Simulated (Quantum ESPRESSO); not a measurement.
# Dipole at the next field: Cl-SiC-Cl chair, 1 layer

How the rows were computed: Quantum ESPRESSO 7.5, PBE, SG15 norm-conserving; sawtooth field along the normal with dipole correction, ions clamped, threshold 1e-9 Ry; cell area 9.294 Å².

| field (V/Å) | dipole (e Å a cell) |
| --- | --- |
| 0 | −0.00904 |
| 0.1 | 0.01963 |
| 0.2 | 0.04832 |

One more run was made and is withheld. What is the dipole at 0.4 V/Å, and what electrostatic thickness 4πα/A follows from the rows?

**Worked estimate.** The slope is (0.04832 − (−0.00904))/0.2 = 0.2868 e Å²/V, so 4πα/A = 180.95 × 0.2868/9.294 = 5.58 Å. Linear response gives p = −0.00904 + 0.2868 × (0.4) = 0.10568 e Å; a parabola through the three rows gives 0.10576.

**The withheld run.** p = 0.10574 e Å. The line misses by 0.1 % of the induced dipole and the parabola by 0.0 %. The response is linear over this range.

**Limits.** Electrons alone respond; local and semilocal functionals tend to overscreen.
